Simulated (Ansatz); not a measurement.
**LaIn (Pm-3m): the cell at rest**

Wanted: the relaxed cell of LaIn (Pm-3m).

Program: Ansatz 0.2.0. Level of theory: DFT PBEsol, scalar-relativistic, plane waves, PAW; PAW set soft_1. Results are calculated unless marked as measured.

Report form: the programs' logs are mostly left out.

## 1. Starting point

The structure is cubic, space group Pm-3m (No. 221). Conventional cell: a = 3.954 Å, b = 3.954 Å, c = 3.954 Å, α = 90.00°, β = 90.00°, γ = 90.00°. Nearest to La lie 8 In at 3.42 Å. Nearest to In lie 8 La at 3.42 Å. Farther neighbours are not listed.

Structure file:

```cif
data_structure
_symmetry_space_group_name_H-M 'P 1'
_symmetry_Int_Tables_number 1
_cell_length_a 3.9541
_cell_length_b 3.9541
_cell_length_c 3.9541
_cell_angle_alpha 90.000
_cell_angle_beta 90.000
_cell_angle_gamma 90.000
_cell_volume 61.82
loop_
_atom_site_label
_atom_site_type_symbol
_atom_site_fract_x
_atom_site_fract_y
_atom_site_fract_z
_atom_site_occupancy
La1 La 0.50000 0.50000 0.50000 1
In2 In 0.00000 0.00000 0.00000 1
```

## 2. A coarse first look

A quick single point on a coarse mesh tells whether the cell has a gap and how far it is from rest, which sets the k mesh and smearing that follow.

Input file input.yaml:

```yaml
crystal:
  lattice:
    - [3.95407724, 0.0, 0.0]
    - [0.0, 3.95407724, 0.0]
    - [0.0, 0.0, 3.95407724]
  atoms:
    - { symbol: La, position: [0.5, 0.5, 0.5] }
    - { symbol: In, position: [0.0, 0.0, 0.0] }
kpoints:
  mp_grid: { grid: [4, 4, 4] }
hamiltonian:
  xc: pbesol
  pseudopotentials: { kind: paw, azcp: { folder: soft_1 }, xc_functional: pbe }
scf:
  occupations: { method: gaussian, width: 0.1 }
output:
  forces: true
  stress: true
  eigenvalues: true
```

The run is started by

```sh
> ansatz run input.yaml --threads 4 --pin off --max-ram 10240MiB --backend cpu --events-out ev --progress --plain --runs-dir out
```

The job ended after 0.47 s (4 threads of Arm Neoverse V2, shared host; peak memory 0.43 GiB; 1.3 s of CPU time).

This step gave:

* pressure: -1.907 GPa
* volume per atom: 30.91 Å³
* gap on the k-mesh: 0 eV

The coarse mesh shows no gap and a pressure of -1.9 GPa.

## 3. Bringing the structure to rest

Harmonic phonons are second derivatives at a point where the forces vanish, and they are wanted at zero stress, so atoms and cell are relaxed first.

input.yaml, the sections that differ from step 2:

```yaml
kpoints:
  mp_grid: { grid: [10, 10, 10] }
output:
  forces: true
  stress: true
  eigenvalues: true
  write_density: true
  write_potential: true
  elf: true
  volumetric_format: npy
relax:
  adjacent_minimum: "off"
  f_tol: 0.005
  max_steps: 80
  cell: { stress_tol: 0.05 }
# crystal, hamiltonian, scf: as in step 2
```

Wall time 4.7 s (4 threads); peak memory 0.51 GiB.

The steps of the relaxation:

```tsv
step	energy less that of the first step (eV)	largest force component (eV/Å)	pressure (GPa)	volume (Å³)
1	0.0000	0.0000	-2.19	61.82
2	-0.0188	0.0000	0.50	58.56
3	-0.0195	0.0000	-0.04	59.14
4*	-0.0194	0.0000	-0.04	59.14
```

Relaxation steps marked * repeat the geometry before them on a plane-wave basis chosen anew for their cell, so energy and pressure can jump there.

The run keeps the 48 symmetry operations that it works with, so distortions that break them were not tested.

```tsv
conventional cell, symmetrised	before	after	change
a (Å)	3.954	3.896	-1.5 %
b (Å)	3.954	3.896	-1.5 %
c (Å)	3.954	3.896	-1.5 %
volume (Å³/atom)	30.91	29.57	-4.3 %
```

The relaxed structure:

```
La In
1.0
     3.89612    0.00000    0.00000
     0.00000    3.89612    0.00000
     0.00000    0.00000    3.89612
La In
1 1
Direct
  0.50000 0.50000 0.50000
  0.00000 0.00000 0.00000
```

Numbers from this step:

* pressure: -0.03858 GPa
* volume per atom: 29.57 Å³

Electrostatic potential energy in the ac plane at fractional y = 0.000, with atoms of In within 0.2 Å of it. With pseudopotentials it is smooth inside the atoms' cores, unlike the true potential.

Ten even steps from '0' (-27 eV) to '9' (15 eV), each cell a mean:
```
00148999997300
00268999998510
23589999998753
77899999999887
99999999999999
99999999999999
99999999999999
99999999999999
99999999999999
78899999999988
44689999999864
01368999998521
00148999997300
00047999997200
```
Columns run along a (3.9 Å; values clipped at the 3rd and 97th percentile), rows up along c (3.9 Å). Atoms in or near the plane, at fractional coordinates: In at (0.00, 0.00).

ELF in the ac plane at fractional y = 0.000, with atoms of In within 0.2 Å of it. It is the smooth field of the valence electrons, not physical close to the nuclei.

Ten even steps from '0' (0.01) to '9' (0.52), each cell a mean:
```
00345799965420
12455889875532
44556777776554
45567655567655
67776433356776
99875322235789
99864221235799
99874322235789
77875432346787
55677544567655
44557776776554
23456888875543
00345799975420
00245799964410
```
Columns run along a (3.9 Å), rows up along c (3.9 Å). Atoms in or near the plane, at fractional coordinates: In at (0.00, 0.00).

Valence density in the ac plane at fractional y = 0.000, with atoms of In within 0.2 Å of it. It is the smooth field of the valence electrons, not physical close to the nuclei.

Values in units of 1e0 e/Å³, 14 rows by 14 columns, each cell a mean:
```
 8.3  6.3  2.9  0.8  0.3  0.2  0.1  0.1  0.1  0.2  0.4  1.2  4.0  7.0
 4.8  3.6  1.6  0.5  0.2  0.1  0.1  0.1  0.1  0.2  0.3  0.7  2.2  4.0
 1.5  1.1  0.5  0.3  0.2  0.1  0.1  0.1  0.1  0.1  0.2  0.3  0.7  1.2
 0.4  0.3  0.3  0.2  0.1  0.1  0.1  0.1  0.1  0.1  0.1  0.2  0.3  0.4
 0.2  0.2  0.2  0.1  0.1  0.1  0.1  0.1  0.1  0.1  0.1  0.1  0.2  0.2
 0.1  0.1  0.1  0.1  0.1  0.1  0.1  0.1  0.1  0.1  0.1  0.1  0.1  0.1
 0.1  0.1  0.1  0.1  0.1  0.1  0.1  0.1  0.1  0.1  0.1  0.1  0.1  0.1
 0.1  0.1  0.1  0.1  0.1  0.1  0.1  0.1  0.1  0.1  0.1  0.1  0.1  0.1
 0.2  0.2  0.1  0.1  0.1  0.1  0.1  0.1  0.1  0.1  0.1  0.1  0.1  0.2
 0.3  0.3  0.2  0.2  0.1  0.1  0.1  0.1  0.1  0.1  0.1  0.2  0.2  0.3
 1.0  0.7  0.4  0.2  0.2  0.1  0.1  0.1  0.1  0.1  0.2  0.3  0.5  0.8
 3.5  2.6  1.1  0.4  0.2  0.1  0.1  0.1  0.1  0.2  0.3  0.5  1.6  2.9
 7.5  5.7  2.6  0.7  0.3  0.2  0.1  0.1  0.1  0.2  0.3  1.1  3.6  6.3
10.0  7.5  3.5  1.0  0.3  0.2  0.1  0.1  0.1  0.2  0.4  1.5  4.8  8.3
```
Columns run along a (3.9 Å), rows up along c (3.9 Å). Atoms in or near the plane, at fractional coordinates: In at (0.00, 0.00).

In this step the volume went from 30.91 to 29.57 Å³/atom.

## 4. Relaxing to small forces for the phonons

Phonons need a cell at rest on their own settings, so the relaxation is repeated with tight tolerances on forces and stress on the k mesh and occupations of the first response run.

Input file input.yaml:

```yaml
crystal:
  lattice:
    - [3.8961200577, 0.0, 0.0]
    - [0.0, 3.8961200577, 0.0]
    - [0.0, 0.0, 3.8961200577]
  atoms:
    - { symbol: La, position: [0.5, 0.5, 0.5] }
    - { symbol: In, position: [0.0, 0.0, 0.0] }
kpoints:
  mp_grid: { grid: [12, 12, 12] }
hamiltonian:
  xc: pbesol
  pseudopotentials: { kind: paw, azcp: { folder: soft_1 }, xc_functional: pbe }
scf:
  occupations: { method: methfessel_paxton, width: 0.2 }
output:
  forces: true
  stress: true
  eigenvalues: true
relax:
  adjacent_minimum: "off"
  f_tol: 0.001
  max_steps: 60
  cell: { stress_tol: 0.01 }
```

It took 5.5 s on 4 threads; peak memory 0.54 GiB.

Little changed from the start: no atom moved by 0.005 Å and no cell edge by 0.1 %.

This step gave:

| Property | Result |
| --- | --- |
| pressure | -2.24e-4 GPa |
| volume per atom | 29.51 Å³ |

The forces vanish by symmetry and the pressure is 0.000 GPa, within the tolerances set. The cell now holds 29.51 Å³/atom.

## 5. Results

```
space group after relaxation (within 0.01 Å) : Pm-3m
lattice constant a                           : 3.893 Å
lattice constant b                           : 3.893 Å
lattice constant c                           : 3.893 Å
volume per atom                              : 29.5 Å³
```

**Reading.** The forces vanish by symmetry and the pressure is 0.000 GPa, within the tolerances set. The cell now holds 29.51 Å³/atom. The relaxation keeps the symmetry of its start, so it says nothing on stability against lower symmetry. Spin-orbit coupling is left out, which can matter for the heavy elements here. The PAW files were made for PBE and serve the other functionals too.

[Logs are printed without paths, hosts, clocks, repeated set-up lines and the standing remarks that a program may print on its own settings, such as how far it seeks lower states.]

[Hosts, paths, dates, database ids (printed as entryN), source tags and the programs' standing remarks are cut or masked in the printed files.]
